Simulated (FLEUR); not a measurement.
# E(M) of CoPdO2, part 2 of 2

Wanted: E(M) for CoPdO2, with its minima.

FLEUR MaX-R8.1; LDA (VWN); all-electron FLAPW, Dirac cores, scalar-relativistic bands.

So far. Step 3 (No spin polarisation): Its energy lies +0.0 meV a cell from the free run's. Step 4 (Moment fixed at 0.075 μB): Its energy lies +0.6 meV a cell from the free run's.

### Step 5. Moment fixed at 0.15 μB

inp.xml reads:

```
<?xml version="1.0" encoding="UTF-8" standalone="no"?>
<fleurInput fleurInputVersion="0.39">
   <comment>
      CoPdO2
   </comment>
   <calculationSetup>
      <cutoffs Kmax="4.4" Gmax="13.2" GmaxXC="13.2" numbands="0"/>
      <scfLoop itmax="130" minDistance="0.00002" maxIterBroyd="15" imix="Anderson" alpha="0.05" precondParam="0.0" spinf="2.0" sdNocoIR="T"/>
      <coreElectrons ctail="T" frcor="F" kcrel="0" coretail_lmax="0"/>
      <xcFunctional name="vwn" relativisticCorrections="F"/>
      <magnetism jspins="2" fixed_moment="0.15"/>
      <soc l_soc="F" theta="0.0" phi="0.0" spav="F"/>
      <expertModes spex="0" secvar="F"/>
      <geometryOptimization l_f="F" forcealpha="1.0" forcemix="BFGS" epsdisp="0.00001" epsforce="0.00001"/>
      <ldaU l_linMix="F" mixParam="0.05" spinf="1.0"/>
   </calculationSetup>
   <cell>
      <bzIntegration valenceElectrons="45.0" mode="hist" fermiSmearingEnergy="0.00183747">
         <kPointListSelection listName="default-1"/>
         <xi:include xmlns:xi="http://www.w3.org/2001/XInclude" href="kpts.xml"> </xi:include>
      </bzIntegration>
      <xi:include xmlns:xi="http://www.w3.org/2001/XInclude" href="sym.xml"> </xi:include>
      <bulkLattice scale="1.0">
         <bravaisMatrix>
            <row-1>    2.6881344819502258     1.5519951667747531    11.2627677026159994</row-1>
            <row-2>   -2.6881344819502258     1.5519951667747531    11.2627677026159994</row-2>
            <row-3>    0.0000000000000000    -3.1039903335306089    11.2627677026159994</row-3>
         </bravaisMatrix>
      </bulkLattice>
   </cell>
   <atomSpecies>
      <species name="Cobalt (Co3.000" element="Co" atomicNumber="27">
         <mtSphere radius="2.25" gridPoints="745" logIncrement="0.016"/>
         <atomicCutoffs lmax="8" lnonsphr="6"/>
         <electronConfig flipSpins="F">
            <coreConfig>(1s1/2) (2s1/2) (2p1/2) (2p3/2)</coreConfig>
            <valenceConfig>(3s1/2) (3p1/2) (3p3/2) (4s1/2) (3d3/2) (3d5/2)</valenceConfig>
            <stateOccupation state="(3d3/2)" spinUp="2.0" spinDown="0.8"/>
            <stateOccupation state="(3d5/2)" spinUp="3.0" spinDown="1.2"/>
         </electronConfig>
         <energyParameters s="4" p="4" d="3" f="4"/>
         <lo type="SCLO" l="0" n="3" eDeriv="0"/>
         <lo type="SCLO" l="1" n="3" eDeriv="0"/>
      </species>
      <species name="Palladium (Pd)" element="Pd" atomicNumber="46">
         <mtSphere radius="2.42" gridPoints="801" logIncrement="0.016"/>
         <atomicCutoffs lmax="10" lnonsphr="8"/>
         <electronConfig flipSpins="F">
            <coreConfig>(1s1/2) (2s1/2) (2p1/2) (2p3/2) (3s1/2) (3p1/2) (3p3/2) (4s1/2) (3d3/2) (3d5/2)</coreConfig>
            <valenceConfig>(4p1/2) (4p3/2) (5s1/2) (4d3/2) (4d5/2)</valenceConfig>
            <stateOccupation state="(5s1/2)" spinUp="0.500000" spinDown="0.500000"/>
            <stateOccupation state="(4d3/2)" spinUp="1.800000" spinDown="1.800000"/>
            <stateOccupation state="(4d5/2)" spinUp="2.700000" spinDown="2.700000"/>
         </electronConfig>
         <energyParameters s="5" p="5" d="4" f="4"/>
         <lo type="SCLO" l="1" n="4" eDeriv="0"/>
      </species>
      <species name="Oxygen (O)" element="O" atomicNumber="8">
         <mtSphere radius="1.27" gridPoints="421" logIncrement="0.025"/>
         <atomicCutoffs lmax="6" lnonsphr="4"/>
         <electronConfig flipSpins="F">
            <coreConfig>(1s1/2)</coreConfig>
            <valenceConfig>(2s1/2) (2p1/2) (2p3/2)</valenceConfig>
            <stateOccupation state="(2p1/2)" spinUp="0.666667" spinDown="0.666667"/>
            <stateOccupation state="(2p3/2)" spinUp="1.333333" spinDown="1.333333"/>
         </electronConfig>
         <energyParameters s="2" p="2" d="3" f="4"/>
      </species>
   </atomSpecies>
   <atomGroups>
      <atomGroup species="Cobalt (Co3.000">
         <relPos label="                   1">1.000/2.000 1.000/2.000 1.000/2.000</relPos>
         <force calculate="T" relaxXYZ="TTT"/>
      </atomGroup>
      <atomGroup species="Palladium (Pd)">
         <relPos label="                   2">.0000000000 .0000000000 .0000000000</relPos>
         <force calculate="T" relaxXYZ="TTT"/>
      </atomGroup>
      <atomGroup species="Oxygen (O)">
         <relPos label="                   3">.1121500000 .1121500000 .1121500000</relPos>
         <relPos label="                   4">-.1121500000 -.1121500000 -.1121500000</relPos>
         <force calculate="T" relaxXYZ="TTT"/>
      </atomGroup>
   </atomGroups>
   <output dos="F" band="F" slice="F">
      <bandDOS minEnergy="-.5*Htr" maxEnergy="0.5*Htr" sigma="0.015" storeEVData="T"/>
      <plotting iplot="0" polar="F">
         <plot TwoD="T" vec1="  1.0  0.0  0.0" vec2="  0.0  1.0  0.0" vec3="  0.0  0.0  1.0" zero="  0.0  0.0  0.0" file="plot"/>
      </plotting>
      <moessbauerParams electricFieldGradient="F" isomerShift="F" coreHyperfine="F" valenceHyperfine="F"/>
   </output>
</fleurInput>
```

Launch:

```
$ OMP_NUM_THREADS=1 mpirun -n 4 fleur_MPI > fleur.log
```

Log:

```text
[banner, memory and clock lines left out]
Welcome to FLEUR        (www.flapw.de)
      MaX-Release 8.1          (www.max-centre.eu)

 ========== k-point set info ==========
 Selected k-point list: default-1
 k-point list type: mesh
 0 x 0 x 0
 Number of k points: 68

 [... set-up left out ...]
 Iteration:     1   Distance:       1.55632572 me/bohr^3
 Iteration:     2   Distance:       1.48351551 me/bohr^3
 Iteration:     3   Distance:       0.10015243 me/bohr^3
 Iteration:     4   Distance:       0.09769247 me/bohr^3
 Iteration:     5   Distance:       0.04299833 me/bohr^3
[...]
<sumOfEigenvalues value="    -3886.7405962432">
               <coreElectrons value="-3864.2185255697"/>
               <valenceElectrons value="-22.5220706735"/>
            </sumOfEigenvalues>
         [... left out ...]
            <freeEnergy value="-6583.0794372558"/>
            <extrapolationTo0K value="-6583.0791933830"/>
         </totalEnergy>
         <densityConvergence units="me/bohr^3">
            <chargeDensity spin="1" distance="0.0000124889"/>
            <chargeDensity spin="2" distance="0.0000092512"/>
            <overallChargeDensity distance="0.0000196714"/>
            <spinDensity distance="0.0000098058"/>
         </densityConvergence>
      </iteration>
```

Elapsed: 42 s, on 4 MPI ranks of Intel Xeon 6975P-C (Granite Rapids), shared host; peak memory 0.35 GiB; 2.8 min of CPU time.

This step gave:

| Property | Result |
| --- | --- |
| magnetization | 0.15 μB |

Its energy lies +3.4 meV a cell from the free run's.

### Step 6. Moment fixed at 0.225 μB

inp.xml: that of step 5 with these lines changed.

```diff
@@ -10,3 +10,3 @@
       <xcFunctional name="vwn" relativisticCorrections="F"/>
-      <magnetism jspins="2" fixed_moment="0.15"/>
+      <magnetism jspins="2" fixed_moment="0.225"/>
       <soc l_soc="F" theta="0.0" phi="0.0" spav="F"/>
```

Log:

```text
[banner, memory and clock lines left out]
Welcome to FLEUR        (www.flapw.de)
      MaX-Release 8.1          (www.max-centre.eu)

 ========== k-point set info ==========
 Selected k-point list: default-1
 k-point list type: mesh
 0 x 0 x 0
 Number of k points: 68

 [... set-up left out ...]
 Iteration:     1   Distance:       2.31679768 me/bohr^3
 Iteration:     2   Distance:       2.21043028 me/bohr^3
 Iteration:     3   Distance:       1.76903497 me/bohr^3
 Iteration:     4   Distance:       0.14107988 me/bohr^3
 Iteration:     5   Distance:       0.11367409 me/bohr^3
[...]
<sumOfEigenvalues value="    -3886.7309315635">
               <coreElectrons value="-3864.2179149389"/>
               <valenceElectrons value="-22.5130166246"/>
            </sumOfEigenvalues>
         [... left out ...]
            <freeEnergy value="-6583.0790736139"/>
            <extrapolationTo0K value="-6583.0787881239"/>
         </totalEnergy>
         <densityConvergence units="me/bohr^3">
            <chargeDensity spin="1" distance="0.0000048215"/>
            <chargeDensity spin="2" distance="0.0000054640"/>
            <overallChargeDensity distance="0.0000081763"/>
            <spinDensity distance="0.0000062733"/>
         </densityConvergence>
      </iteration>
```

Run time: 55 s. Hardware: 4 MPI ranks; peak memory 0.35 GiB.

Read from the output:

* magnetization: 0.225 μB

Its energy lies +13.3 meV a cell from the free run's.

### Step 7. E(M)

The other moments were run in the same way.

The energy over the lowest by total spin moment:

```
total spin moment (μB a cell)  energy over the lowest (meV a cell)
                        0.000                                    0
                        0.000                                    0
                        0.075                                0.632
                        0.150                                 3.36
                        0.225                                 13.3
                        0.300                                 27.5
                        0.375                                 44.4
                        0.450                                 63.1
                        0.525                                 83.3
                        0.600                                  105
```

Moment, largest sphere moment against total spin moment:

```
total spin moment (μB a cell)  moment, largest sphere moment (μB)
                        0.000                                   0
                        0.000                                   0
                        0.075                              0.0524
                        0.150                               0.103
                        0.225                               0.138
                        0.300                               0.170
                        0.375                               0.201
                        0.450                               0.232
                        0.525                               0.261
                        0.600                               0.287
```

### Step 8. Outcome

| Item | Value |
| --- | --- |
| moment of the free run | 1.2e-6 μB a cell |
| moment of the lowest point | 1.2e-6 μB a cell |
| energy of the spinless run | 2.7e-5 meV a cell over the lowest |

In words: The curve is lowest at zero moment. The free run fell to the same state without moments. Opposed orders, which also have no total moment, were not run.

[Logs and program files are shortened in this print: banners, set-up blocks, solver, clock and traceback lines can be left out without a mark of their own.]

[Logs are printed without paths, hosts, clocks, repeated set-up lines and the standing remarks that a program may print on its own settings, such as how far it seeks lower states.]

[Hosts, paths, dates, database ids (printed as entryN), source tags and the programs' standing remarks are cut or masked in the printed files.]

[Where a cell is said to come from a database of computed structures, the database is the Materials Project.]
